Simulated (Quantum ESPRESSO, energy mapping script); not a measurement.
# CoO: energy mapping under PBE+U (2.62 eV), QE, GBRV

Aim: the exchange couplings of CoO from the energies of a few collinear orders, and the ordering temperature that they give.

Main program and level: Quantum ESPRESSO 7.5; PBE with U = 2.62 eV on Co d, ortho-atomic projectors; plane waves, U on orthogonalised atomic orbitals unless named otherwise, collinear spin, no spin–orbit coupling.

This is a report of a sequence of runs, with most program output left out.

## Step 1: Set-up

Symmetry: Fm-3m, No. 225, cubic system. The conventional cell has a = 4.263 Å, b = 4.263 Å, c = 4.263 Å, α = 90.00°, β = 90.00°, γ = 90.00°. Nearest to Co lie 6 O at 2.13 Å. Nearest to O lie 6 Co at 2.13 Å. Farther neighbours and most contacts between anions are not listed.

A Hubbard U penalises fractional filling of the shell. It raises the cost of virtual hops to the neighbours, so couplings that rest on such hops usually weaken. These runs use Quantum ESPRESSO.

## Step 2: Run 1 (parallel; cell A, 4 atoms)

The parallel order is the zero of energy for this cell and mesh.

The potential files are GBRV's for PBE; pw.x takes the functional from them.

pw.in reads:

```
&control
  calculation = 'scf'
  prefix = 'pw'
  outdir = './tmp/'
  pseudo_dir = './pseudo/'
  verbosity = 'low'
/
&system
  ibrav = 0
  nat = 4
  ntyp = 2
  ecutwfc = 45
  ecutrho = 360
  nbnd = 38
  occupations = 'smearing'
  smearing = 'fd'
  degauss = 0.00367493
  nspin = 2
  starting_magnetization(1) = 0.1765
/
&electrons
  conv_thr = 1.0e-08
  electron_maxstep = 120
  mixing_beta = 0.3
  mixing_mode = 'plain'
/
ATOMIC_SPECIES
  Co 58.9332 Co.upf
  O 15.9990 O.upf
CELL_PARAMETERS angstrom
  0.00000000 -2.13150000 -2.13150000
  0.00000000 2.13150000 -2.13150000
  4.26300000 0.00000000 0.00000000
ATOMIC_POSITIONS crystal
  Co 0.50000000 0.50000000 0.50000000
  Co 0.00000000 0.00000000 0.00000000
  O 0.50000000 0.50000000 0.00000000
  O 0.00000000 0.00000000 0.50000000
K_POINTS automatic
  10 10 7 0 0 0
HUBBARD {ortho-atomic}
U Co-3d 2.62
```

The run is started by

```bash
> OMP_NUM_THREADS=1 mpirun -n 8 pw.x -nk 8 -in pw.in > pw.out
```

The job ended after 36 s (8 MPI ranks of Arm Neoverse V1, shared host; peak memory 0.77 GiB).

Spin moment in the sphere by atom:

| atom | spin moment in the sphere (μB) |
| --- | --- |
| Co1 | 2.60 |
| Co2 | 2.60 |
| O3 | 0.29 |
| O4 | 0.29 |

The run ends ferromagnetic.

## Step 3: Run 2 (compensated +−; cell A, 4 atoms)

This order reverses 8 of the 12 neighbours at 3.01 Å, 0 of the 6 neighbours at 4.26 Å and 16 of the 24 neighbours at 5.22 Å, counted for an average magnetic atom.

Changes to pw.in since step 2:

```diff
@@ -10,6 +10,6 @@
   nat = 4
-  ntyp = 2
+  ntyp = 3
   ecutwfc = 45
   ecutrho = 360
-  nbnd = 38
+  nbnd = 35
   occupations = 'smearing'
@@ -19,2 +19,3 @@
   starting_magnetization(1) = 0.1765
+  starting_magnetization(2) = -0.1765
 /
@@ -27,3 +28,4 @@
 ATOMIC_SPECIES
-  Co 58.9332 Co.upf
+  Co1 58.9332 Co.upf
+  Co2 58.9332 Co.upf
   O 15.9990 O.upf
@@ -34,4 +36,4 @@
 ATOMIC_POSITIONS crystal
-  Co 0.50000000 0.50000000 0.50000000
-  Co 0.00000000 0.00000000 0.00000000
+  Co1 0.50000000 0.50000000 0.50000000
+  Co2 0.00000000 0.00000000 0.00000000
   O 0.50000000 0.50000000 0.00000000
@@ -41,2 +43,3 @@
 HUBBARD {ortho-atomic}
-U Co-3d 2.62
+U Co1-3d 2.62
+U Co2-3d 2.62
```

Elapsed: 49 s, on 8 MPI ranks; peak memory 0.79 GiB; 6.5 min of CPU time.

Spin moment in the sphere by atom:

| atom | spin moment in the sphere (μB) |
| --- | --- |
| Co1 | 2.49 |
| Co2 | -2.49 |
| O3 | -0.04 |
| O4 | 0.04 |

The run ends antiferromagnetic, 18.63 meV a magnetic atom below the parallel order of its cell, a difference that unlike orbital or electronic states can set, not exchange alone (energies taken at zero occupation width, not the printed F).

## Step 4: Order 3: parallel, cell B of 4 atoms

The parallel order again, as the reference for this cell.

This run holds the same structure in another cell (c 4.263 → 5.221 Å, α 90.0 → 73.2°, β 90.0 → 73.2°, γ 90.0 → 60.0°).

pw.in reads:

```
&control
  calculation = 'scf'
  prefix = 'pw'
  outdir = './tmp/'
  pseudo_dir = './pseudo/'
  verbosity = 'low'
/
&system
  ibrav = 0
  nat = 4
  ntyp = 2
  ecutwfc = 45
  ecutrho = 360
  nbnd = 38
  occupations = 'smearing'
  smearing = 'fd'
  degauss = 0.00367493
  nspin = 2
  starting_magnetization(1) = 0.1765
/
&electrons
  conv_thr = 1.0e-08
  electron_maxstep = 120
  mixing_beta = 0.3
  mixing_mode = 'plain'
/
ATOMIC_SPECIES
  Co 58.9332 Co.upf
  O 15.9990 O.upf
CELL_PARAMETERS angstrom
  0.00000000 -2.13150000 -2.13150000
  -2.13150000 0.00000000 -2.13150000
  2.13150000 2.13150000 -4.26300000
ATOMIC_POSITIONS crystal
  Co 0.50000000 0.50000000 0.50000000
  Co 0.00000000 0.00000000 0.00000000
  O 0.75000000 0.75000000 0.75000000
  O 0.25000000 0.25000000 0.25000000
K_POINTS automatic
  11 11 11 0 0 0
HUBBARD {ortho-atomic}
U Co-3d 2.62
```

It took 53 s on 8 MPI ranks; peak memory 0.92 GiB; 7 min of CPU time.

The run ends ferromagnetic. For each magnetic atom its energy differs from the parallel run of the first cell by 0.11 meV, an error that one common reference would have brought in.

## Step 5: Order 4: compensated +−, cell B of 4 atoms

This order reverses 6 of the 12 neighbours at 3.01 Å, 6 of the 6 neighbours at 4.26 Å and 12 of the 24 neighbours at 5.22 Å, counted for an average magnetic atom.

Changes to pw.in since step 4:

```diff
@@ -10,6 +10,6 @@
   nat = 4
-  ntyp = 2
+  ntyp = 3
   ecutwfc = 45
   ecutrho = 360
-  nbnd = 38
+  nbnd = 35
   occupations = 'smearing'
@@ -19,2 +19,3 @@
   starting_magnetization(1) = 0.1765
+  starting_magnetization(2) = -0.1765
 /
@@ -27,3 +28,4 @@
 ATOMIC_SPECIES
-  Co 58.9332 Co.upf
+  Co1 58.9332 Co.upf
+  Co2 58.9332 Co.upf
   O 15.9990 O.upf
@@ -34,4 +36,4 @@
 ATOMIC_POSITIONS crystal
-  Co 0.50000000 0.50000000 0.50000000
-  Co 0.00000000 0.00000000 0.00000000
+  Co1 0.50000000 0.50000000 0.50000000
+  Co2 0.00000000 0.00000000 0.00000000
   O 0.75000000 0.75000000 0.75000000
@@ -41,2 +43,3 @@
 HUBBARD {ortho-atomic}
-U Co-3d 2.62
+U Co1-3d 2.62
+U Co2-3d 2.62
```

Run time: 49 s. Hardware: 8 MPI ranks; peak memory 0.93 GiB; 6.6 min of CPU time.

The run ends antiferromagnetic, 55.38 meV a magnetic atom below the parallel order of its cell, a difference that unlike orbital or electronic states can set, not exchange alone (energies taken at zero occupation width, not the printed F).

## Step 6: Parallel start in cell C (6 atoms)

pw.in reads:

```
&control
  calculation = 'scf'
  prefix = 'pw'
  outdir = './tmp/'
  pseudo_dir = './pseudo/'
  verbosity = 'low'
/
&system
  ibrav = 0
  nat = 6
  ntyp = 2
  ecutwfc = 45
  ecutrho = 360
  nbnd = 55
  occupations = 'smearing'
  smearing = 'fd'
  degauss = 0.00367493
  nspin = 2
  starting_magnetization(1) = 0.1765
/
&electrons
  conv_thr = 1.5e-08
  electron_maxstep = 120
  mixing_beta = 0.3
  mixing_mode = 'plain'
/
ATOMIC_SPECIES
  Co 58.9332 Co.upf
  O 15.9990 O.upf
CELL_PARAMETERS angstrom
  0.00000000 -2.13150000 -2.13150000
  -4.26300000 0.00000000 0.00000000
  2.13150000 4.26300000 -2.13150000
ATOMIC_POSITIONS crystal
  Co 0.66666667 0.66666667 0.33333333
  Co 0.33333333 0.33333333 0.66666667
  Co 0.00000000 0.00000000 0.00000000
  O 0.66666667 0.16666667 0.33333333
  O 0.33333333 0.83333333 0.66666667
  O 0.00000000 0.50000000 0.00000000
K_POINTS automatic
  10 10 10 0 0 0
HUBBARD {ortho-atomic}
U Co-3d 2.62
```

Elapsed: 3.5 min, on 8 MPI ranks; peak memory 1.5 GiB.

The run ends ferromagnetic. For each magnetic atom its energy differs from the parallel run of the first cell by 0.13 meV, an error that one common reference would have brought in.

## Step 7: Run 6 (uncompensated ++−; cell C, 6 atoms)

This order reverses 6.67 of the 12 neighbours at 3.01 Å, 2.67 of the 6 neighbours at 4.26 Å and 8 of the 24 neighbours at 5.22 Å, counted for an average magnetic atom.

Changes to pw.in since step 6:

```diff
@@ -10,6 +10,6 @@
   nat = 6
-  ntyp = 2
+  ntyp = 3
   ecutwfc = 45
   ecutrho = 360
-  nbnd = 55
+  nbnd = 52
   occupations = 'smearing'
@@ -19,2 +19,3 @@
   starting_magnetization(1) = 0.1765
+  starting_magnetization(2) = -0.1765
 /
@@ -27,3 +28,4 @@
 ATOMIC_SPECIES
-  Co 58.9332 Co.upf
+  Co1 58.9332 Co.upf
+  Co2 58.9332 Co.upf
   O 15.9990 O.upf
@@ -34,5 +36,5 @@
 ATOMIC_POSITIONS crystal
-  Co 0.66666667 0.66666667 0.33333333
-  Co 0.33333333 0.33333333 0.66666667
-  Co 0.00000000 0.00000000 0.00000000
+  Co1 0.66666667 0.66666667 0.33333333
+  Co1 0.33333333 0.33333333 0.66666667
+  Co2 0.00000000 0.00000000 0.00000000
   O 0.66666667 0.16666667 0.33333333
@@ -43,2 +45,3 @@
 HUBBARD {ortho-atomic}
-U Co-3d 2.62
+U Co1-3d 2.62
+U Co2-3d 2.62
```

Elapsed: 2.9 min, on 8 MPI ranks; peak memory 1.5 GiB; 23 min of CPU time.

The run ends ferrimagnetic, 522.18 meV a magnetic atom below the parallel order of its cell, a difference that unlike orbital or electronic states can set, not exchange alone.

## Step 8: Run 7 (parallel; cell D, 6 atoms)

A new cell needs its own zero of energy.

This run holds the same structure in another cell (b 4.263 → 3.014 Å, c 5.221 → 6.740 Å, α 114.1 → 102.9°, β 106.8 → 102.9°).

pw.in reads:

```
&control
  calculation = 'scf'
  prefix = 'pw'
  outdir = './tmp/'
  pseudo_dir = './pseudo/'
  verbosity = 'low'
/
&system
  ibrav = 0
  nat = 6
  ntyp = 2
  ecutwfc = 45
  ecutrho = 360
  nbnd = 55
  occupations = 'smearing'
  smearing = 'fd'
  degauss = 0.00367493
  nspin = 2
  starting_magnetization(1) = 0.1765
/
&electrons
  conv_thr = 1.5e-08
  electron_maxstep = 120
  mixing_beta = 0.3
  mixing_mode = 'plain'
/
ATOMIC_SPECIES
  Co 58.9332 Co.upf
  O 15.9990 O.upf
CELL_PARAMETERS angstrom
  0.00000000 2.13150000 2.13150000
  0.00000000 2.13150000 -2.13150000
  -6.39450000 -2.13150000 0.00000000
ATOMIC_POSITIONS crystal
  Co 0.00000000 0.00000000 0.00000000
  Co 0.33333333 0.33333333 0.66666667
  Co 0.66666667 0.66666667 0.33333333
  O 0.83333333 0.83333333 0.66666667
  O 0.16666667 0.16666667 0.33333333
  O 0.50000000 0.50000000 0.00000000
K_POINTS automatic
  10 10 10 0 0 0
HUBBARD {ortho-atomic}
U Co-3d 2.62
```

The job ended after 85 s (8 MPI ranks; peak memory 1.2 GiB).

The run ends ferromagnetic. For each magnetic atom its energy differs from the parallel run of the first cell by 0.18 meV, an error that one common reference would have brought in.

## Step 9: Uncompensated ++− start in cell D (6 atoms)

This order reverses 5.33 of the 12 neighbours at 3.01 Å, 1.33 of the 6 neighbours at 4.26 Å and 16 of the 24 neighbours at 5.22 Å, counted for an average magnetic atom.

Changes to pw.in since step 8:

```diff
@@ -10,6 +10,6 @@
   nat = 6
-  ntyp = 2
+  ntyp = 3
   ecutwfc = 45
   ecutrho = 360
-  nbnd = 55
+  nbnd = 52
   occupations = 'smearing'
@@ -19,2 +19,3 @@
   starting_magnetization(1) = 0.1765
+  starting_magnetization(2) = -0.1765
 /
@@ -27,3 +28,4 @@
 ATOMIC_SPECIES
-  Co 58.9332 Co.upf
+  Co1 58.9332 Co.upf
+  Co2 58.9332 Co.upf
   O 15.9990 O.upf
@@ -34,5 +36,5 @@
 ATOMIC_POSITIONS crystal
-  Co 0.00000000 0.00000000 0.00000000
-  Co 0.33333333 0.33333333 0.66666667
-  Co 0.66666667 0.66666667 0.33333333
+  Co1 0.00000000 0.00000000 0.00000000
+  Co1 0.33333333 0.33333333 0.66666667
+  Co2 0.66666667 0.66666667 0.33333333
   O 0.83333333 0.83333333 0.66666667
@@ -43,2 +45,3 @@
 HUBBARD {ortho-atomic}
-U Co-3d 2.62
+U Co1-3d 2.62
+U Co2-3d 2.62
```

Elapsed: 2.1 min, on 8 MPI ranks; peak memory 1.2 GiB.

The run ends ferrimagnetic, 27.07 meV a magnetic atom above the parallel order of its cell, a difference that unlike orbital or electronic states can set, not exchange alone (energies taken at zero occupation width, not the printed F).

## Step 10: Parallel start in cell E (6 atoms)

This run holds the same structure in another cell (c 6.740 → 7.384 Å, α 102.9 → 90.0°, β 102.9 → 90.0°, γ 90.0 → 120.0°).

pw.in reads:

```
&control
  calculation = 'scf'
  prefix = 'pw'
  outdir = './tmp/'
  pseudo_dir = './pseudo/'
  verbosity = 'low'
/
&system
  ibrav = 0
  nat = 6
  ntyp = 2
  ecutwfc = 45
  ecutrho = 360
  nbnd = 55
  occupations = 'smearing'
  smearing = 'fd'
  degauss = 0.00367493
  nspin = 2
  starting_magnetization(1) = 0.1765
/
&electrons
  conv_thr = 1.5e-08
  electron_maxstep = 120
  mixing_beta = 0.3
  mixing_mode = 'plain'
/
ATOMIC_SPECIES
  Co 58.9332 Co.upf
  O 15.9990 O.upf
CELL_PARAMETERS angstrom
  0.00000000 2.13150000 2.13150000
  -2.13150000 0.00000000 -2.13150000
  -4.26300000 -4.26300000 4.26300000
ATOMIC_POSITIONS crystal
  Co 0.00000000 0.00000000 0.00000000
  Co 0.33333333 0.66666667 0.66666667
  Co 0.66666667 0.33333333 0.33333333
  O 0.66666667 0.33333333 0.83333333
  O 0.00000000 0.00000000 0.50000000
  O 0.33333333 0.66666667 0.16666667
K_POINTS automatic
  11 11 4 0 0 0
HUBBARD {ortho-atomic}
U Co-3d 2.62
```

Wall time 51 s (8 MPI ranks); peak memory 1 GiB; 6.8 min of CPU time.

The run ends ferromagnetic. For each magnetic atom its energy differs from the parallel run of the first cell by 0.07 meV, an error that one common reference would have brought in.

## Step 11: Uncompensated ++− start in cell E (6 atoms)

This order reverses 4 of the 12 neighbours at 3.01 Å, 4 of the 6 neighbours at 4.26 Å and 12 of the 24 neighbours at 5.22 Å, counted for an average magnetic atom.

Changes to pw.in since step 10:

```diff
@@ -10,6 +10,6 @@
   nat = 6
-  ntyp = 2
+  ntyp = 3
   ecutwfc = 45
   ecutrho = 360
-  nbnd = 55
+  nbnd = 52
   occupations = 'smearing'
@@ -19,2 +19,3 @@
   starting_magnetization(1) = 0.1765
+  starting_magnetization(2) = -0.1765
 /
@@ -27,3 +28,4 @@
 ATOMIC_SPECIES
-  Co 58.9332 Co.upf
+  Co1 58.9332 Co.upf
+  Co2 58.9332 Co.upf
   O 15.9990 O.upf
@@ -34,5 +36,5 @@
 ATOMIC_POSITIONS crystal
-  Co 0.00000000 0.00000000 0.00000000
-  Co 0.33333333 0.66666667 0.66666667
-  Co 0.66666667 0.33333333 0.33333333
+  Co1 0.00000000 0.00000000 0.00000000
+  Co1 0.33333333 0.66666667 0.66666667
+  Co2 0.66666667 0.33333333 0.33333333
   O 0.66666667 0.33333333 0.83333333
@@ -43,2 +45,3 @@
 HUBBARD {ortho-atomic}
-U Co-3d 2.62
+U Co1-3d 2.62
+U Co2-3d 2.62
```

Elapsed: 77 s, on 8 MPI ranks; peak memory 1.1 GiB.

The run ends ferrimagnetic, 40.04 meV a magnetic atom below the parallel order of its cell, a difference that unlike orbital or electronic states can set, not exchange alone (energies taken at zero occupation width, not the printed F).

## Step 12: From energies to couplings

Each energy difference is a sum of couplings weighted by the pairs that the order reverses. A few near shells are fitted to the differences by least squares. Energies are those extrapolated to zero occupation width, not the free energies F.

Energies from the parallel order of the same cell:

| order | atoms | energy (meV a magnetic atom) | moments (μB) | moments kept as typed | opposed neighbours at 3.01, 4.26, 5.22 Å |
| --- | --- | --- | --- | --- | --- |
| parallel in cell A | 4 | 0.00 | 2.60 | yes | 0, 0, 0 |
| compensated +− in cell A | 4 | -18.63 | 2.49 | yes | 8, 0, 16 |
| parallel in cell B | 4 | 0.00 | 2.60 | yes | 0, 0, 0 |
| compensated +− in cell B | 4 | -55.38 | 2.53 | yes | 6, 6, 12 |
| parallel in cell C | 6 | 0.00 | 2.60 | yes | 0, 0, 0 |
| uncompensated ++− in cell C | 6 | -522.18 | 2.53 to 2.55 | yes | 6.67, 2.67, 8 |
| parallel in cell D | 6 | 0.00 | 2.60 | yes | 0, 0, 0 |
| uncompensated ++− in cell D | 6 | 27.07 | 2.45 to 2.52 | yes | 5.33, 1.33, 16 |
| parallel in cell E | 6 | 0.00 | 2.60 | yes | 0, 0, 0 |
| uncompensated ++− in cell E | 6 | -40.04 | 2.52 to 2.56 | yes | 4, 4, 12 |

The Heisenberg fit (each pair counts twice, positive J is ferromagnetic):

| pair | distance (Å) | neighbours | J (meV) |
| --- | --- | --- | --- |
| Co–Co | 3.01 | 12 | -44.6 |
| Co–Co | 4.26 | 6 | -4.77 |
| Co–Co | 5.22 | 24 | 22.0 |
| Co–Co | 6.03 | 12 | -19.0 |

## Step 13: Outcome

| Item | Value |
| --- | --- |
| couplings | not to be trusted |

In words: The warning signs here (some orders are gapless and others have a gap; open shells started apart) can come from unlike orbital states, and these open shells were not started from one set of occupation matrices, so the fitted couplings are not taken as the crystal's.

[Logs and program files are shortened in this print: banners, set-up blocks, solver, clock and traceback lines can be left out without a mark of their own.]

[Logs are printed without paths, hosts, clocks, repeated set-up lines and the standing remarks that a program may print on its own settings, such as how far it seeks lower states.]

[Hosts, paths, dates, database ids (printed as entryN), source tags and the programs' standing remarks are cut or masked in the printed files.]

[Where a cell is said to come from a database of computed structures, the database is the Materials Project.]
